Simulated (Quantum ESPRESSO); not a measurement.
**The states of the two spins in Pd (Palladium)**

Aim: the densities of states of Pd (Palladium) in the lowest state of several starts.

Program: Quantum ESPRESSO 7.5. Level of theory: PBE; plane waves with GBRV 1.5 PBE potentials, no spin-orbit coupling. Results are calculated unless marked as measured.

### 1. Starting point

It takes space group Fm-3m (No. 225, cubic). The conventional cell has a = 3.893 Å, b = 3.893 Å, c = 3.893 Å, α = 90.00°, β = 90.00°, γ = 90.00°. Nearest to Pd lie 12 Pd at 2.75 Å.

Structure file:

```cif
data_structure
_symmetry_space_group_name_H-M 'P 1'
_symmetry_Int_Tables_number 1
_cell_length_a 2.7528
_cell_length_b 2.7528
_cell_length_c 2.7528
_cell_angle_alpha 60.000
_cell_angle_beta 60.000
_cell_angle_gamma 60.000
_cell_volume 14.75
loop_
_atom_site_label
_atom_site_type_symbol
_atom_site_fract_x
_atom_site_fract_y
_atom_site_fract_z
_atom_site_occupancy
Pd1 Pd 0.00000 0.00000 0.00000 1
```

The cell comes from the Crystallography Open Database.

### 2. Ground-state run

This state came out lowest in a comparison of starts that is told elsewhere.

pw.in

```
&CONTROL
  calculation = 'scf'
  prefix = 'pwscf'
  outdir = './tmp'
  pseudo_dir = './pseudo'
  disk_io = 'low'
  tprnfor = .true.
  tstress = .true.
/
&SYSTEM
  ibrav = 0
  celldm(1) = 8
  nat = 1
  ntyp = 1
  ecutwfc = 40
  ecutrho = 280
  nbnd = 18
  occupations = 'smearing'
  smearing = 'fd'
  degauss = 0.00734986
/
&ELECTRONS
  conv_thr = 2d-09
  electron_maxstep = 150
  mixing_beta = 0.3
/
ATOMIC_SPECIES
Pd    106.4200 pd_pbe_v1.4.uspp.F.UPF
CELL_PARAMETERS alat
   0.0000000000000    0.4597939876980    0.4597939876980
   0.4597939876980    0.0000000000000    0.4597939876980
   0.4597939876980    0.4597939876980    0.0000000000000
ATOMIC_POSITIONS crystal
Pd      0.0000000000    0.0000000000    0.0000000000
K_POINTS automatic
12 12 12 0 0 0
```

Command:

```bash
$ OMP_NUM_THREADS=1 mpirun -n 4 pw.x -nk 4 -in pw.in > pw.out
```

The program printed:

```text
Program PWSCF v.7.5 starts

     Message from routine setup:
     using ibrav=0 with symmetry is DISCOURAGED, use correct ibrav instead

     K-points division:     npool     =       4
     Subspace diagonalization in iterative solution of the eigenvalue problem:

     bravais-lattice index     =            0
     lattice parameter (alat)  =       8.0000  a.u.
     unit-cell volume          =      99.5382 (a.u.)^3
     number of atoms/cell      =            1
     number of atomic types    =            1
     number of electrons       =        16.00
     number of Kohn-Sham states=           18
     kinetic-energy cutoff     =      40.0000  Ry
     charge density cutoff     =     280.0000  Ry
     scf convergence threshold =      2.0E-09
     mixing beta               =       0.3000
     number of iterations used =            8  plain     mixing
     Exchange-correlation=  SLA  PW   PBX  PBC
                           (   1   4   3   4   0   0   0)

     celldm(1)=   8.000000  celldm(2)=   0.000000  celldm(3)=   0.000000
     celldm(4)=   0.000000  celldm(5)=   0.000000  celldm(6)=   0.000000

     crystal axes: (cart. coord. in units of alat)
               a(1) = (   0.000000   0.459794   0.459794 )
               a(2) = (   0.459794   0.000000   0.459794 )
               a(3) = (   0.459794   0.459794   0.000000 )

     reciprocal axes: (cart. coord. in units 2 pi/alat)
               b(1) = ( -1.087444  1.087444  1.087444 )
               b(2) = (  1.087444 -1.087444  1.087444 )
               b(3) = (  1.087444  1.087444 -1.087444 )

     PseudoPot. # 1 for Pd read from file:
     pd_pbe_v1.4.uspp.F.UPF
     Pseudo is Ultrasoft + core correction, Zval = 16.0

     atomic species   valence    mass     pseudopotential
     Pd               16.00   106.42000     Pd( 1.00)

     48 Sym. Ops., with inversion, found

   Cartesian axes

     site n.     atom                  positions (alat units)
         1        Pd     tau(   1) = (   0.0000000   0.0000000   0.0000000  )

     number of k points=    72  Fermi-Dirac smearing, width (Ry)=  0.0073
                       cart. coord. in units 2pi/alat
        k(    1) = (   0.0000000   0.0000000   0.0000000), wk =   0.0011574
        k(    2) = (   0.0906203   0.0906203  -0.0906203), wk =   0.0092593
        k(    3) = (   0.1812406   0.1812406  -0.1812406), wk =   0.0092593
        k(    4) = (   0.2718609   0.2718609  -0.2718609), wk =   0.0092593
        k(    5) = (   0.3624812   0.3624812  -0.3624812), wk =   0.0092593
        [... 67 further k-points ...]

     Dense  grid:     7799 G-vectors     FFT dimensions: (  27,  27,  27)

     Smooth grid:     3479 G-vectors     FFT dimensions: (  24,  24,  24)

     Initial potential from superposition of free atoms

     starting charge      15.5000, renormalised to      16.0000

     negative rho (up, down):  7.269E-02 0.000E+00
     Starting wfcs are   12 randomized atomic wfcs +    6 random wfcs

     Self-consistent Calculation

     iteration #  1     ecut=    40.00 Ry     beta= 0.30
     Davidson diagonalization with overlap
     ethr =  1.00E-02,  avg # of iterations =  5.4

     negative rho (up, down):  7.204E-02 0.000E+00

     total energy              =    -198.58805626 Ry
     estimated scf accuracy    <       1.09064965 Ry

     iteration #  2     ecut=    40.00 Ry     beta= 0.30
     Davidson diagonalization with overlap
     ethr =  6.82E-03,  avg # of iterations =  1.0

     negative rho (up, down):  7.224E-02 0.000E+00

     total energy              =    -198.69681209 Ry
     estimated scf accuracy    <       0.04844224 Ry

     [... further iterations left out ...]

     iteration #  8     ecut=    40.00 Ry     beta= 0.30
     Davidson diagonalization with overlap
     ethr =  1.68E-10,  avg # of iterations =  2.1

     negative rho (up, down):  7.312E-02 0.000E+00

     total energy              =    -198.70441360 Ry
     estimated scf accuracy    <       0.00000003 Ry

     iteration #  9     ecut=    40.00 Ry     beta= 0.30
     Davidson diagonalization with overlap
     ethr =  1.68E-10,  avg # of iterations =  1.1

     negative rho (up, down):  7.312E-02 0.000E+00

     End of self-consistent calculation

     [... lines left out ...]
     the Fermi energy is    18.7360 ev

!    total energy              =    -198.70441370 Ry
     estimated scf accuracy    <          9.0E-11 Ry
     smearing contrib. (-TS)   =      -0.00463120 Ry
     internal energy E=F+TS    =    -198.69978250 Ry

     The total energy is F=E-TS. E is the sum of the following terms:
     one-electron contribution =     -43.25871242 Ry
     hartree contribution      =      35.47598482 Ry
     xc contribution           =     -31.37213882 Ry
     ewald contribution        =    -159.54491609 Ry

     convergence has been achieved in   9 iterations

     negative rho (up, down):  7.312E-02 0.000E+00

     Forces acting on atoms (cartesian axes, Ry/au):

     atom    1 type  1   force =     0.00000000    0.00000000    0.00000000

     Total force =     0.000000     Total SCF correction =     0.000000

     Computing stress (Cartesian axis) and pressure

     negative rho (up, down):  7.312E-02 0.000E+00
          total   stress  (Ry/bohr**3)                   (kbar)     P=       79.75
   0.00054212  -0.00000000  -0.00000000           79.75       -0.00       -0.00
  -0.00000000   0.00054212  -0.00000000           -0.00       79.75       -0.00
  -0.00000000  -0.00000000   0.00054212           -0.00       -0.00       79.75

=------------------------------------------------------------------------------=
   JOB DONE.
=------------------------------------------------------------------------------=
```

The job ended after 3.3 s (4 MPI ranks of Intel Xeon Platinum 8488C (Sapphire Rapids), shared host; peak memory 0.24 GiB).

Read from the output:

* smearing term TS: 0.06301 eV
* pressure: 7.975 GPa
* final state: non-magnetic (no spin polarisation)

### 3. Projected density of states

projwfc.in

```
&PROJWFC
  prefix = 'pwscf'
  outdir = './tmp'
  filpdos = 'pdos'
  ngauss = 0
  degauss = 0.01
  DeltaE = 0.05
  Emin = 9.74
  Emax = 23.74
/
```

Command:

```bash
$ OMP_NUM_THREADS=1 mpirun -n 4 projwfc.x -nk 4 -in projwfc.in > projwfc.out
```

The program printed:

```text
[banner, memory and clock lines left out]
Program PROJWFC v.7.5 starts

     [... lines left out ...]
     IMPORTANT: XC functional enforced from input :
     Exchange-correlation= PBE
                           (   1   4   3   4   0   0   0)
     Any further DFT definition will be discarded
     Please, verify this is what you really want

     G-vector sticks info

     negative rho (up, down):  7.312E-02 0.000E+00

     Gaussian broadening (read from input): ngauss,degauss=   0    0.010000

     Calling projwave ....

  Problem Sizes
  natomwfc =           12
  nbnd     =           18
  nkstot   =           72
  npwx     =          444
  nkb      =           18

     Atomic states used for projection
     (read from pseudopotential files):

     state #   1: atom   1 (Pd ), wfc  1 (l=1 m= 1)
     state #   2: atom   1 (Pd ), wfc  1 (l=1 m= 2)
     state #   3: atom   1 (Pd ), wfc  1 (l=1 m= 3)
     state #   4: atom   1 (Pd ), wfc  2 (l=2 m= 1)
     state #   5: atom   1 (Pd ), wfc  2 (l=2 m= 2)
     state #   6: atom   1 (Pd ), wfc  2 (l=2 m= 3)
     state #   7: atom   1 (Pd ), wfc  2 (l=2 m= 4)
     state #   8: atom   1 (Pd ), wfc  2 (l=2 m= 5)
     state #   9: atom   1 (Pd ), wfc  3 (l=0 m= 1)
     state #  10: atom   1 (Pd ), wfc  4 (l=1 m= 1)
     state #  11: atom   1 (Pd ), wfc  4 (l=1 m= 2)
     state #  12: atom   1 (Pd ), wfc  4 (l=1 m= 3)

 [... projections of the bands left out ...]

Lowdin Charges:

     Atom #   1: total charge =  15.9933, s =  0.2589,
     Atom #   1: total charge =  15.9933, p =  6.7808, pz=  2.2603, px=  2.2603, py=  2.2603,
     Atom #   1: total charge =  15.9933, d =  8.9535, dz2=  1.8547, dxz=  1.7481, dyz=  1.7481, dx2-y2=  1.8547, dxy=  1.7481,
     Spilling Parameter:   0.0004
```

Elapsed: 1.2 s, on 4 MPI ranks; peak memory 0.05 GiB; 3.5 s of CPU time.

The density of states has structure finer than the step of the table below, so its rows give means over 0.25 eV, whole bins alone (the curve runs from -9.00 to 5.05 eV). Peaks (eV: height): total -4.696: 2.42, -2.496: 2.89, -1.496: 2.28, -0.746: 1.96, -0.246: 2.87, 0.854: 0.615, 2.254: 0.477; Pd1 d -4.646: 2.01, -2.496: 2.71, -1.496: 2.18, -0.746: 1.92, -0.196: 2.78.

Gaussian broadening of 0.136 eV on the SCF mesh. Density of states against energy, zero at the Fermi level; means over each step; values in states/eV/cell:

| energy (eV) | total | Pd1 d |
| --- | --- | --- |
| -7.50 | 9.6e-5 | 0 |
| -7.25 | 0.00374 | 0 |
| -7.00 | 0.0343 | 5.8e-5 |
| -6.75 | 0.0385 | 1.3e-4 |
| -6.50 | 0.0683 | 8.5e-4 |
| -6.25 | 0.118 | 0.00252 |
| -6.00 | 0.0445 | 0.00197 |
| -5.75 | 0.178 | 0.0129 |
| -5.50 | 0.225 | 0.0626 |
| -5.25 | 0.640 | 0.447 |
| -5.00 | 1.44 | 1.08 |
| -4.75 | 2.15 | 1.72 |
| -4.50 | 2.17 | 1.89 |
| -4.25 | 1.78 | 1.57 |
| -4.00 | 1.64 | 1.47 |
| -3.75 | 1.44 | 1.32 |
| -3.50 | 1.65 | 1.52 |
| -3.25 | 1.70 | 1.57 |
| -3.00 | 1.86 | 1.68 |
| -2.75 | 2.49 | 2.27 |
| -2.50 | 2.69 | 2.52 |
| -2.25 | 1.87 | 1.73 |
| -2.00 | 1.71 | 1.54 |
| -1.75 | 1.61 | 1.45 |
| -1.50 | 2.16 | 2.06 |
| -1.25 | 1.70 | 1.64 |
| -1.00 | 1.60 | 1.50 |
| -0.75 | 1.84 | 1.80 |
| -0.50 | 1.45 | 1.36 |
| -0.25 | 2.67 | 2.58 |
| 0.00 | 2.10 | 2.07 |
| 0.25 | 0.643 | 0.638 |
| 0.50 | 0.192 | 0.138 |
| 0.75 | 0.462 | 0.300 |
| 1.00 | 0.404 | 0.242 |
| 1.25 | 0.134 | 0.0623 |
| 1.50 | 0.200 | 0.0738 |
| 1.75 | 0.121 | 0.0386 |
| 2.00 | 0.176 | 0.0530 |
| 2.25 | 0.415 | 0.179 |
| 2.50 | 0.271 | 0.116 |
| 2.75 | 0.255 | 0.0917 |
| 3.00 | 0.308 | 0.0877 |
| 3.25 | 0.169 | 0.0383 |
| 3.50 | 0.188 | 0.0357 |
| 3.75 | 0.252 | 0.0555 |
| 4.00 | 0.257 | 0.0653 |
| 4.25 | 0.234 | 0.0594 |
| 4.50 | 0.285 | 0.0582 |
| 4.75 | 0.249 | 0.0505 |

### 4. Results

```yaml
state: non-magnetic (no spin polarisation)
```

Distinct peaks of the density of states (total) stand at -4.70, -2.50, -1.50, -0.75 and -0.25 eV; the one at -2.50 eV is strongest. These are Kohn–Sham states without spin–orbit coupling, on the mesh of the self-consistent run. Energies are free energies at an electronic temperature of 1160 K, which lowers moments and differences where the moments are itinerant.

[Logs and program files are shortened in this print: banners, set-up blocks, solver, clock and traceback lines can be left out without a mark of their own.]

[Logs are printed without paths, hosts, clocks, repeated set-up lines and the standing remarks that a program may print on its own settings, such as how far it seeks lower states.]

[Hosts, paths, dates, database ids (printed as entryN), source tags and the programs' standing remarks are cut or masked in the printed files.]

[Where a cell is said to come from a database of computed structures, the database is the Materials Project.]
